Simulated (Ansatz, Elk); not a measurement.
**Optical response of BaSrNCl (model structure)**

Aim: the dielectric function of BaSrNCl (model structure), and the optical constants that follow from it. The structure is a model and need not exist. It was built so: 1 of the 2 Ba atoms of the cell replaced by Sr in the R-3m structure of Ba2NCl. The cell is first relaxed with Ansatz.

Method: DFT, LDA, all-electron APW+lo, Dirac cores, scalar-relativistic bands, independent-particle optical response without local fields, in Elk 11.2.3 (patched build).

### Step 1. The starting structure

It takes space group R3m (No. 160, trigonal). The conventional cell has a = 4.009 Å, b = 4.009 Å, c = 22.259 Å, α = 90.00°, β = 90.00°, γ = 120.00°. Nearest to Ba lie 3 N at 2.73 Å and 3 Cl at 3.24 Å. Nearest to Sr lie 3 N at 2.73 Å and 3 Cl at 3.24 Å. Nearest to Cl lie 3 Ba at 3.24 Å and 3 Sr at 3.24 Å. Nearest to N lie 3 Sr at 2.73 Å and 3 Ba at 2.73 Å. Farther neighbours, and contacts between anions beyond the nearest, are not listed.

Structure file:

```cif
data_structure
_symmetry_space_group_name_H-M 'P 1'
_symmetry_Int_Tables_number 1
_cell_length_a 7.7723
_cell_length_b 7.7723
_cell_length_c 7.7723
_cell_angle_alpha 29.891
_cell_angle_beta 29.891
_cell_angle_gamma 29.891
_cell_volume 103.27
loop_
_atom_site_label
_atom_site_type_symbol
_atom_site_fract_x
_atom_site_fract_y
_atom_site_fract_z
_atom_site_occupancy
Ba1 Ba 0.23146 0.23146 0.23146 1
Sr2 Sr 0.76854 0.76854 0.76854 1
Cl3 Cl 0.00000 0.00000 0.00000 1
N4 N 0.50000 0.50000 0.50000 1
```

### Step 2. Relaxation

The structure was built or cut out here, so it is relaxed before any spectrum is computed.

This step: DFT, LDA, plane-wave PAW, default files, scalar-relativistic, relaxation (Ansatz 0.2.0).

File input.yaml:

```yaml
crystal:
  lattice:
    - [2.00445603, 1.15727323, 7.41964472]
    - [-2.00445603, 1.15727323, 7.41964472]
    - [0.0, -2.31454646, 7.41964472]
  atoms:
    - { symbol: Ba, position: [0.23145582, 0.23145582, 0.23145582] }
    - { symbol: Sr, position: [0.76854418, 0.76854418, 0.76854418] }
    - { symbol: Cl, position: [0.0, 0.0, 0.0] }
    - { symbol: "N", position: [0.5, 0.5, 0.5] }
kpoints:
  mp_grid: { grid: [7, 7, 7] }
scf:
  occupations: { method: fermi_dirac, width: 0.05 }
hamiltonian:
  xc: lda
output:
  forces: true
  stress: true
relax:
  f_tol: 0.02
  max_steps: 50
  cell: {}
```

On the command line:

```console
$ ansatz run input.yaml --threads 2 --pin off --max-ram 5120MiB --backend cpu --events-out ev --progress --plain --runs-dir out
```

What it wrote:

```text
basis.fft_grid_basis auto: the FFT boxes are laid along the combinations [[1, 0, -1], [0, 1, -1], [0, 0, 1]] of the cell's own vectors, 4.009, 4.009 and 7.772 Å long. The dense box has 27×27×54 points. Along the cell's own vectors, as sized, it would have 54×54×54, 4.00 times as many. Of the 6 symmetry operations that the crystal satisfies within crystal.symmetry.tolerance (time reversal apart; of a slab, those that  [...]
Engine: ansatz 0.2.0, aarch64-unknown-linux-gnu
Pseudopotentials: kind: paw
Pseudopotential: Ba, paw, valence charge 10, recommended cutoff 420 eV (normal), Ba.paw.azcp
Pseudopotential: Sr, paw, valence charge 10, recommended cutoff 420 eV (normal), Sr.paw.azcp
Pseudopotential: Cl, paw, valence charge 7, recommended cutoff 420 eV (normal), Cl.paw.azcp
Pseudopotential: N, paw, valence charge 5, recommended cutoff 420 eV (normal), N.paw.azcp
Functional definition: SPW92
  exchange = slater_x
  correlation = pw_c
Crystal: 4 atoms, lattice volume = 103.268 Å³
Basis set: ecut = 420 eV, 2011 PW (Γ), FFT grids on a1−a3, a2−a3, a3
Bands: 20, of which v1, the nominal top of the filled ones, is band 16 counted from 1 (15 counted from 0)
Symmetry: 6 space group operations
Space group: R3m (ITA 160), of the structure as read, at distance tolerance 4.7e-5 Å
k-points: 44 of 343 (time reversal used)
Non-local potential: Ba, projectors of the file, l = 0: 3, l = 1: 2, l = 2: 2, l = 3: 2
Non-local potential: Sr, projectors of the file, l = 0: 3, l = 1: 2, l = 2: 2
Non-local potential: Cl, projectors of the file, l = 0: 2, l = 1: 2, l = 2: 2
Non-local potential: N, projectors of the file, l = 0: 2, l = 1: 2, l = 2: 1
PAW form: soft (Blöchl's): semilocal exchange-correlation on the pseudo side does not see the compensation charge
PAW frozen core: Ba, regenerated for the run's functional, and the local potential with it (the file was generated under x = pbe(κ = 0.804, μ = 0.219515), c = pbe(β = 0.066725))
PAW frozen core: Sr, regenerated for the run's functional, and the local potential with it (the file was generated under x = pbe(κ = 0.804, μ = 0.219515), c = pbe(β = 0.066725))
PAW frozen core: Cl, regenerated for the run's functional, and the local potential with it (the file was generated under x = pbe(κ = 0.804, μ = 0.219515), c = pbe(β = 0.066725))
PAW frozen core: N, regenerated for the run's functional, and the local potential with it (the file was generated under x = pbe(κ = 0.804, μ = 0.219515), c = pbe(β = 0.066725))
PAW one-centre angular grid: Ba, 194 points (default); XC on 64 Gauss nodes
PAW one-centre angular grid: Sr, 110 points (default); XC on 64 Gauss nodes
PAW one-centre angular grid: Cl, 110 points (default); XC on 64 Gauss nodes
PAW one-centre angular grid: N, 110 points (default); XC on 64 Gauss nodes
Initial density: superposition of atomic densities (neutral atoms: chi_scale 0, normalization atom), corrected by the library's trained network
Initial wavefunctions: pseudopotential atomic-orbital guess
Functional: x = slater, c = lda
SCF iter   1: F=—  HF=-10647.645401 eV  |F-HF|=—  |Δ(HF+E_count)|=         —  Δρ=9.00e-3  dr2=1.19e-1  ethr=1.77e-3  ⟨swp⟩=7.8  Hψ=5444  notcnv=0
preconditioner: auto → Resta (q_TF=auto, 2.244 Å⁻¹)  ε∞=3.5  [insulator: Δε(μ)=1.352 eV  Ē_g=12.307 eV  σ=0.050 eV  W_gap=1.00  n_scr=22 (ndim 8)  ℏωp=19.3 eV  f_vac=0.008  D(μ)=0.00/eV (n_scr^D=0)  ε∞_Penn≈3.5]
SCF iter   2: F=—  HF=-10647.629122 eV  |F-HF|=—  |Δ(HF+E_count)|=   1.63e-2  Δρ=6.44e-3  dr2=4.38e-2  ethr=3.72e-4  ⟨swp⟩=2.8  Hψ=1768  notcnv=0
SCF iter   3: F=—  HF=-10647.621779 eV  |F-HF|=—  |Δ(HF+E_count)|=   7.34e-3  Δρ=2.13e-3  dr2=4.40e-3  ethr=1.37e-4  ⟨swp⟩=2.2  Hψ=1353  notcnv=0
SCF iter   4: F=—  HF=-10647.620836 eV  |F-HF|=—  |Δ(HF+E_count)|=   9.44e-4  Δρ=4.73e-4  dr2=2.02e-4  ethr=1.37e-5  ⟨swp⟩=2.0  Hψ=1065  notcnv=0
SCF iter   5: F=—  HF=-10647.620818 eV  |F-HF|=—  |Δ(HF+E_count)|=   1.79e-5  Δρ=1.13e-4  dr2=1.67e-5  ethr=6.31e-7  ⟨swp⟩=2.0  Hψ=1473  notcnv=0
SCF iter   6: F=—  HF=-10647.620822 eV  |F-HF|=—  |Δ(HF+E_count)|=   3.87e-6  Δρ=3.23e-5  dr2=1.10e-6  ethr=5.21e-8  ⟨swp⟩=2.1  Hψ=1502  notcnv=0
SCF iter   7: F=-10647.620822 eV  HF=-10647.620822 eV  |F-HF|=2.24e-8  |Δ(HF+E_count)|=   6.66e-7  Δρ=6.47e-6  dr2=9.19e-8  ethr=3.13e-10  ⟨swp⟩=3.8  Hψ=4007  notcnv=0
SCF 1 converged in 7 iterations: F = -10647.620822 eV  dr2 = 9.19e-8
  greatest PAW one-centre occupation: 0.987 electrons in one spin orbital (limit 2), on the Sr atom at site 1 (counted from 0), in its partial waves of l = 0
relax step   1: F+E_penalty+E_count = -10647.62082224 eV  Δ(F+E_penalty+E_count) = +0.000e0 eV  max|allowed force component| = 5.586e-1 eV/Å  Δτ_max = 0.0000 Å  P = -4.191 GPa  Ω = 103.268 Å³  (7 SCF iters, dr2 threshold 1.00e-7 eV, accepted)
Crystal: 4 atoms, lattice volume = 92.090 Å³
Basis set: ecut = 420 eV, 1811 PW (Γ), FFT grids on a1−a3, a2−a3, a3
Initial density: handed on by an earlier stage of this run
Initial wavefunctions: those handed on with the density
SCF iter   1: F=—  HF=-10647.889336 eV  |F-HF|=—  |Δ(HF+E_count)|=         —  Δρ=3.06e-2  dr2=1.80e0  ethr=3.10e-3  ⟨swp⟩=8.2  Hψ=5656  notcnv=0
preconditioner: auto → Resta (q_TF=auto, 2.288 Å⁻¹)  ε∞=3.7  [insulator: Δε(μ)=2.085 eV  Ē_g=12.451 eV  σ=0.050 eV  W_gap=1.00  n_scr=22 (ndim 8)  ℏωp=20.5 eV  f_vac=0.001  D(μ)=0.00/eV (n_scr^D=0)  ε∞_Penn≈3.7]
SCF iter   2: F=—  HF=-10647.562232 eV  |F-HF|=—  |Δ(HF+E_count)|=   3.27e-1  Δρ=1.88e-2  dr2=3.42e-1  ethr=3.10e-3  ⟨swp⟩=3.0  Hψ=1877  notcnv=0
SCF iter   3: F=—  HF=-10647.493534 eV  |F-HF|=—  |Δ(HF+E_count)|=   6.87e-2  Δρ=4.69e-3  dr2=7.38e-2  ethr=1.07e-3  ⟨swp⟩=2.6  Hψ=1739  notcnv=0
SCF iter   4: F=—  HF=-10647.470381 eV  |F-HF|=—  |Δ(HF+E_count)|=   2.32e-2  Δρ=1.53e-3  dr2=6.61e-3  ethr=2.31e-4  ⟨swp⟩=3.3  Hψ=1791  notcnv=0
SCF iter   5: F=—  HF=-10647.467798 eV  |F-HF|=—  |Δ(HF+E_count)|=   2.58e-3  Δρ=3.92e-4  dr2=4.28e-4  ethr=2.07e-5  ⟨swp⟩=2.9  Hψ=1720  notcnv=0
SCF iter   6: F=—  HF=-10647.467656 eV  |F-HF|=—  |Δ(HF+E_count)|=   1.42e-4  Δρ=1.21e-4  dr2=2.21e-5  ethr=1.34e-6  ⟨swp⟩=2.7  Hψ=1580  notcnv=0
SCF iter   7: F=—  HF=-10647.467654 eV  |F-HF|=—  |Δ(HF+E_count)|=   1.73e-6  Δρ=2.11e-5  dr2=5.88e-7  ethr=6.90e-8  ⟨swp⟩=2.1  Hψ=1264  notcnv=0
SCF iter   8: F=-10647.467654 eV  HF=-10647.467654 eV  |F-HF|=5.19e-9  |Δ(HF+E_count)|=   1.06e-7  Δρ=4.52e-6  dr2=2.15e-8  ethr=1.25e-9  ⟨swp⟩=5.0  Hψ=3866  notcnv=0
SCF 2 converged in 8 iterations: F = -10647.467654 eV  dr2 = 2.15e-8
relax step   2: F+E_penalty+E_count = -10647.46765402 eV  Δ(F+E_penalty+E_count) = +1.532e-1 eV  max|allowed force component| = 2.393e0 eV/Å  Δτ_max = 0.1769 Å  P = +3.822 GPa  Ω = 92.090 Å³  energy of the carried Pulay correction = +8.521e-3 eV  (8 SCF iters, dr2 threshold 4.00e-7 eV, rejected (line search))
Crystal: 4 atoms, lattice volume = 98.119 Å³
Basis set: ecut = 420 eV, 1975 PW (Γ), FFT grids on a1−a3, a2−a3, a3
SCF iter   1: F=—  HF=-10648.165044 eV  |F-HF|=—  |Δ(HF+E_count)|=         —  Δρ=3.12e-2  dr2=2.14e0  ethr=3.10e-3  ⟨swp⟩=8.0  Hψ=5623  notcnv=0
preconditioner: auto → Resta (q_TF=auto, 2.264 Å⁻¹)  ε∞=3.6  [insulator: Δε(μ)=0.571 eV  Ē_g=12.324 eV  σ=0.050 eV  W_gap=0.99  n_scr=22 (ndim 8)  ℏωp=19.8 eV  f_vac=0.001  D(μ)=0.02/eV (n_scr^D=0)  ε∞_Penn≈3.6]
SCF iter   2: F=—  HF=-10647.939556 eV  |F-HF|=—  |Δ(HF+E_count)|=   2.25e-1  Δρ=2.55e-2  dr2=7.13e-1  ethr=3.10e-3  ⟨swp⟩=3.0  Hψ=1911  notcnv=0
SCF iter   3: F=—  HF=-10647.805700 eV  |F-HF|=—  |Δ(HF+E_count)|=   1.34e-1  Δρ=4.22e-3  dr2=4.51e-2  ethr=2.23e-3  ⟨swp⟩=2.8  Hψ=1699  notcnv=0
SCF iter   4: F=—  HF=-10647.791792 eV  |F-HF|=—  |Δ(HF+E_count)|=   1.39e-2  Δρ=1.24e-3  dr2=3.57e-3  ethr=1.41e-4  ⟨swp⟩=3.0  Hψ=1767  notcnv=0
SCF iter   5: F=—  HF=-10647.790749 eV  |F-HF|=—  |Δ(HF+E_count)|=   1.04e-3  Δρ=2.99e-4  dr2=1.36e-4  ethr=1.11e-5  ⟨swp⟩=2.3  Hψ=1520  notcnv=0
SCF iter   6: F=—  HF=-10647.790714 eV  |F-HF|=—  |Δ(HF+E_count)|=   3.51e-5  Δρ=1.19e-4  dr2=1.56e-5  ethr=4.24e-7  ⟨swp⟩=2.3  Hψ=1395  notcnv=0
SCF iter   7: F=—  HF=-10647.790712 eV  |F-HF|=—  |Δ(HF+E_count)|=   2.49e-6  Δρ=1.96e-5  dr2=9.04e-7  ethr=4.88e-8  ⟨swp⟩=2.0  Hψ=1027  notcnv=0
SCF iter   8: F=—  HF=-10647.790713 eV  |F-HF|=—  |Δ(HF+E_count)|=   1.54e-6  Δρ=5.90e-6  dr2=5.25e-8  ethr=2.82e-9  ⟨swp⟩=2.8  Hψ=1507  notcnv=0
SCF iter   9: F=—  HF=-10647.790713 eV  |F-HF|=—  |Δ(HF+E_count)|=   3.63e-9  Δρ=2.33e-6  dr2=6.58e-9  ethr=1.64e-10  ⟨swp⟩=2.0  Hψ=1396  notcnv=0
SCF iter  10: F=—  HF=-10647.790713 eV  |F-HF|=—  |Δ(HF+E_count)|=   1.32e-9  Δρ=3.70e-7  dr2=1.69e-10  ethr=2.06e-11  ⟨swp⟩=2.0  Hψ=1242  notcnv=0
SCF iter  11: F=—  HF=-10647.790713 eV  |F-HF|=—  |Δ(HF+E_count)|=  5.46e-11  Δρ=1.82e-7  dr2=4.40e-11  ethr=1.00e-12  ⟨swp⟩=6.0  Hψ=3929  notcnv=0
SCF iter  12: F=-10647.790713 eV  HF=-10647.790713 eV  |F-HF|=3.64e-12  |Δ(HF+E_count)|=  1.82e-12  Δρ=6.04e-8  dr2=4.28e-12  ethr=1.00e-12  ⟨swp⟩=5.0  Hψ=2904  notcnv=0
SCF 3 converged in 12 iterations: F = -10647.790713 eV  dr2 = 4.28e-12
relax step   3: F+E_penalty+E_count = -10647.79071307 eV  Δ(F+E_penalty+E_count) = -1.699e-1 eV  max|allowed force component| = 3.629e-1 eV/Å  Δτ_max = 0.0952 Å  P = -2.332 GPa  Ω = 98.119 Å³  energy of the carried Pulay correction = +3.808e-3 eV  (12 SCF iters, accepted)
[...]
relax step   4: F+E_penalty+E_count = -10647.83745123 eV  Δ(F+E_penalty+E_count) = -4.674e-2 eV  max|allowed force component| = 7.599e-2 eV/Å  Δτ_max = 0.0843 Å  P = +0.984 GPa  Ω = 92.651 Å³  energy of the carried Pulay correction = +8.070e-3 eV  (7 SCF iters, dr2 threshold 4.00e-7 eV, accepted)
[...]
relax step   5: F+E_penalty+E_count = -10647.84007174 eV  Δ(F+E_penalty+E_count) = -2.621e-3 eV  max|allowed force component| = 2.644e-2 eV/Å  Δτ_max = 0.0123 Å  P = -0.204 GPa  Ω = 94.410 Å³  energy of the carried Pulay correction = +6.673e-3 eV  (6 SCF iters, dr2 threshold 4.00e-7 eV, accepted)
[...]
relax step   6: F+E_penalty+E_count = -10647.84217412 eV  Δ(F+E_penalty+E_count) = -2.102e-3 eV  max|allowed force component| = 1.953e-2 eV/Å  Δτ_max = 0.0045 Å  P = +0.019 GPa  Ω = 94.096 Å³  energy of the carried Pulay correction = +6.921e-3 eV  (5 SCF iters, dr2 threshold 4.00e-7 eV, accepted)
[...]
relax step   7: F+E_penalty+E_count = -10647.83752516 eV  Δ(F+E_penalty+E_count) = +4.649e-3 eV  max|allowed force component| = 1.977e-2 eV/Å  Δτ_max = 0.0000 Å  P = -0.055 GPa  Ω = 94.096 Å³  stress off target by 5.82e-2 GPa  SCF on the basis re-selected at this cell (its energy is not comparable with the rows above)  (7 SCF iters)
[...]
relax step   8: F+E_penalty+E_count = -10647.83767261 eV  Δ(F+E_penalty+E_count) = -1.475e-4 eV  max|allowed force component| = 5.608e-3 eV/Å  Δτ_max = 0.0027 Å  P = +0.003 GPa  Ω = 93.978 Å³  energy of the carried Pulay correction = +9.506e-5 eV  (6 SCF iters, dr2 threshold 8.46e-9 eV, accepted)
iter 1 solved again at ethr=1.80e-6 eV; its pass at ethr=3.10e-3 eV (dr2=5.76e-4 eV) is discarded
SCF iter   1: F=—  HF=-10647.837578 eV  |F-HF|=—  |Δ(HF+E_count)|=         —  Δρ=4.69e-6  dr2=6.94e-9  ethr=1.80e-6  ⟨swp⟩=3.2  Hψ=7849  notcnv=0
eigensolver tolerance schedule: the retry pair's looser diagonalisation over-reported the residual by 83028.01 of it (diagonalisation noise at an unbounded share of the residual, at the tolerance the schedule requests for it); recorded, not acted on — ethr = c·dr2/N_el stays at c = 1.0e-1
SCF iter   2: F=—  HF=-10647.837580 eV  |F-HF|=—  |Δ(HF+E_count)|=   2.24e-6  Δρ=2.43e-6  dr2=3.44e-9  ethr=2.17e-11  ⟨swp⟩=4.2  Hψ=2999  notcnv=0
SCF iter   3: F=—  HF=-10647.837580 eV  |F-HF|=—  |Δ(HF+E_count)|=  2.66e-10  Δρ=1.47e-6  dr2=6.40e-10  ethr=1.08e-11  ⟨swp⟩=2.0  Hψ=1011  notcnv=0
SCF iter   4: F=—  HF=-10647.837580 eV  |F-HF|=—  |Δ(HF+E_count)|=  1.36e-10  Δρ=6.38e-7  dr2=4.04e-10  ethr=2.00e-12  ⟨swp⟩=2.0  Hψ=1488  notcnv=0
SCF iter   5: F=-10647.837580 eV  HF=-10647.837580 eV  |F-HF|=7.28e-12  |Δ(HF+E_count)|=  3.64e-11  Δρ=1.24e-7  dr2=1.25e-11  ethr=1.00e-12  ⟨swp⟩=4.0  Hψ=4044  notcnv=0
SCF 9 converged in 5 iterations: F = -10647.837580 eV  dr2 = 1.25e-11
relax step   9: F+E_penalty+E_count = -10647.83758031 eV  Δ(F+E_penalty+E_count) = +9.230e-5 eV  max|allowed force component| = 5.606e-3 eV/Å  Δτ_max = 0.0000 Å  P = +0.002 GPa  Ω = 93.978 Å³  stress off target by 5.66e-3 GPa  SCF on the basis re-selected at this cell (its energy is not comparable with the rows above)  (5 SCF iters)
basis re-selected at this cell: Δ(F+E_penalty+E_count) = +9.230e-5 eV, ΔP = -0.001 GPa vs the last step (what re-selecting the basis moved, of the pressure what is left beyond the Pulay correction that the steps carried, after the strain that the cell walked since its last selection, with what the two solves' SCF thresholds leave and, on support functions, any second-order correction that the steps lacked; it is no m [...]
SCF converged after 5 iterations
Free energy (F): -10647.837580 eV
Harris-Foulkes:  -10647.837580 eV  (|F-HF|=7.28e-12)
Internal energy: -10647.837580 eV  (E = F + TS)
E sigma→0 (E₀):  -10647.837580 eV
Entropy (-TS):   -0.000000 eV (-0.000 meV/atom)
Fermi energy:    8.920718 eV
--- Per-component energies (eV) ---
  E_band       = -104.681964
  E_kinetic    = 708.251549
  E_local      = -1306.557999  (includes V_loc(G=0)·N_el)
  E_nonlocal   = 344.079636
  E_hartree    = 373.922199
  E_xc         = -506.596822
  E_vxc        = -498.721075  (∫ρ·V_xc dr)
  E_paw        = -8397.623229  (= ΣΔE_a)
  E_vpaw       = -99.578681  (= ΣTr[D̂ρ^β])
  E_aug_tail   = 0.000181  (compensation charges beyond the density's cutoff)
  E_ewald      = -1864.160282
  E_core_change = 0.847187  (= ΣΔE_core)
  E_smearing   = -0.000000  (= −TS)
  E_closure    = 0.000000  (closes the sum)
  Σ components = -10647.837580   (vs F -10647.837580, Δ=0.00e0)
--- Forces (eV/Å), atoms counted from 1 ---
  atom   1  Ba     0.00000000    -0.00000000    -0.00560604
  atom   2  Sr     0.00000000     0.00000000     0.00359710
  atom   3  Cl    -0.00000000     0.00000000     0.00003659
  atom   4  N     -0.00000000     0.00000000     0.00197082
  max |Σ_I F_I| component: 1.54e-6 eV/Å
--- Stress (GPa, compression-positive) ---
        0.005655       0.000000       0.000000
        0.000000       0.005655      -0.000000
        0.000000      -0.000000      -0.004267
  P = ⅓ Tr σ = 0.0023 GPa (0.023 kbar)
--- Relaxed structure (7 steps of the walk, 6 accepted, 2 SCFs on fresh bases) ---
  F+E_penalty+E_count = -10647.83758031 eV   max|allowed force component| = 5.606e-3 eV/Å   (the final SCF, on the basis selected at the relaxed cell)
  cell:  # Å, volume = 93.9777 Å³
    - [1.939707, 1.119890, 7.210445]
    - [-1.939707, 1.119890, 7.210445]
    - [-1.384478e-17, -2.239780, 7.210445]
  atoms:
    - { symbol: Ba, position: [0.229492, 0.229492, 0.229492] }
    - { symbol: Sr, position: [0.766868, 0.766868, 0.766868] }
    - { symbol: Cl, position: [0.00766358, 0.00766358, 0.00766358] }
    - { symbol: N, position: [0.495976, 0.495976, 0.495976] }
```

Elapsed: 34 s, on 2 threads of Arm Neoverse V2, shared host; peak memory 0.39 GiB.

Reading the cycles: dr2 is the Hartree energy of the density residual (eV), the measure of convergence; HF is the Harris–Foulkes estimate of the energy, which meets the free energy F at convergence.

Step by step:

| step | energy less that of the first step (eV) | largest force component (eV/Å) | pressure (GPa) | volume (Å³) |
| --- | --- | --- | --- | --- |
| 1 | 0.0000 | 0.5586 | -4.19 | 103.27 |
| 2 | 0.1532 | 2.3926 | 3.82 | 92.09 |
| 3 | -0.1699 | 0.3629 | -2.33 | 98.12 |
| 4 | -0.2166 | 0.0760 | 0.98 | 92.65 |
| 5 | -0.2193 | 0.0264 | -0.20 | 94.41 |
| 6 | -0.2214 | 0.0195 | 0.02 | 94.10 |
| 7* | -0.2167 | 0.0198 | -0.06 | 94.10 |
| 8 | -0.2169 | 0.0056 | 0.00 | 93.98 |
| 9* | -0.2168 | 0.0056 | 0.00 | 93.98 |

Relaxation steps marked * repeat the geometry before them on a plane-wave basis chosen anew for their cell, so energy and pressure can jump there. Relaxation step 2 was tried and not accepted.

Forces are held to the 6 operations that the program found; a distortion that breaks them can't arise in this run.

| conventional cell, symmetrised | before | after | change |
| --- | --- | --- | --- |
| a (Å) | 4.009 | 3.879 | -3.2 % |
| b (Å) | 4.009 | 3.879 | -3.2 % |
| c (Å) | 22.259 | 21.631 | -2.8 % |
| volume (Å³/atom) | 25.82 | 23.49 | -9.0 % |

The atoms that moved most (Å, as changes of fractional coordinates times the final cell):

| atom | dx | dy | dz | length |
| --- | --- | --- | --- | --- |
| Cl3 | 0.000 | 0.000 | 0.166 | 0.166 |
| N4 | 0.000 | 0.000 | -0.087 | 0.087 |
| Ba1 | 0.000 | 0.000 | -0.042 | 0.042 |
| Sr2 | 0.000 | 0.000 | -0.036 | 0.036 |

The relaxed structure:

```xyz
4
Lattice="1.9397 1.1199 7.2104 -1.9397 1.1199 7.2104 0.0000 -2.2398 7.2104" Properties=species:S:1:pos:R:3 pbc="T T T"
Ba    0.0000    0.0000    4.9642
Sr    0.0000    0.0000   16.5884
Cl    0.0000    0.0000    0.1658
N     0.0000    0.0000   10.7286
```

The relaxation ends with a largest force component of 0.0056 eV/Å and a pressure of 0.00 GPa.

(Part 1 of 2 ends here.)

[Long decimals in the printed logs are rounded to 6 places.]

[Machine, clock and banner lines and Python warnings are left out of the logs.]

[Logs are printed without paths, hosts, clocks, repeated set-up lines and the standing remarks that a program may print on its own settings, such as how far it seeks lower states.]

[Hosts, paths, dates, database ids (printed as entryN), source tags and the programs' standing remarks are cut or masked in the printed files.]

[Where Elk ran, warnings of its patched build on accuracy (core leakage, angular cutoffs, spin-orbit splittings, empty states, lower magnetic states) are left out.]

[Where the starting crystal was built by hand or by swapping elements, it need not be the compound's stable phase.]

[The count of steps not shown may lack steps that the program refused or didn't finish.]
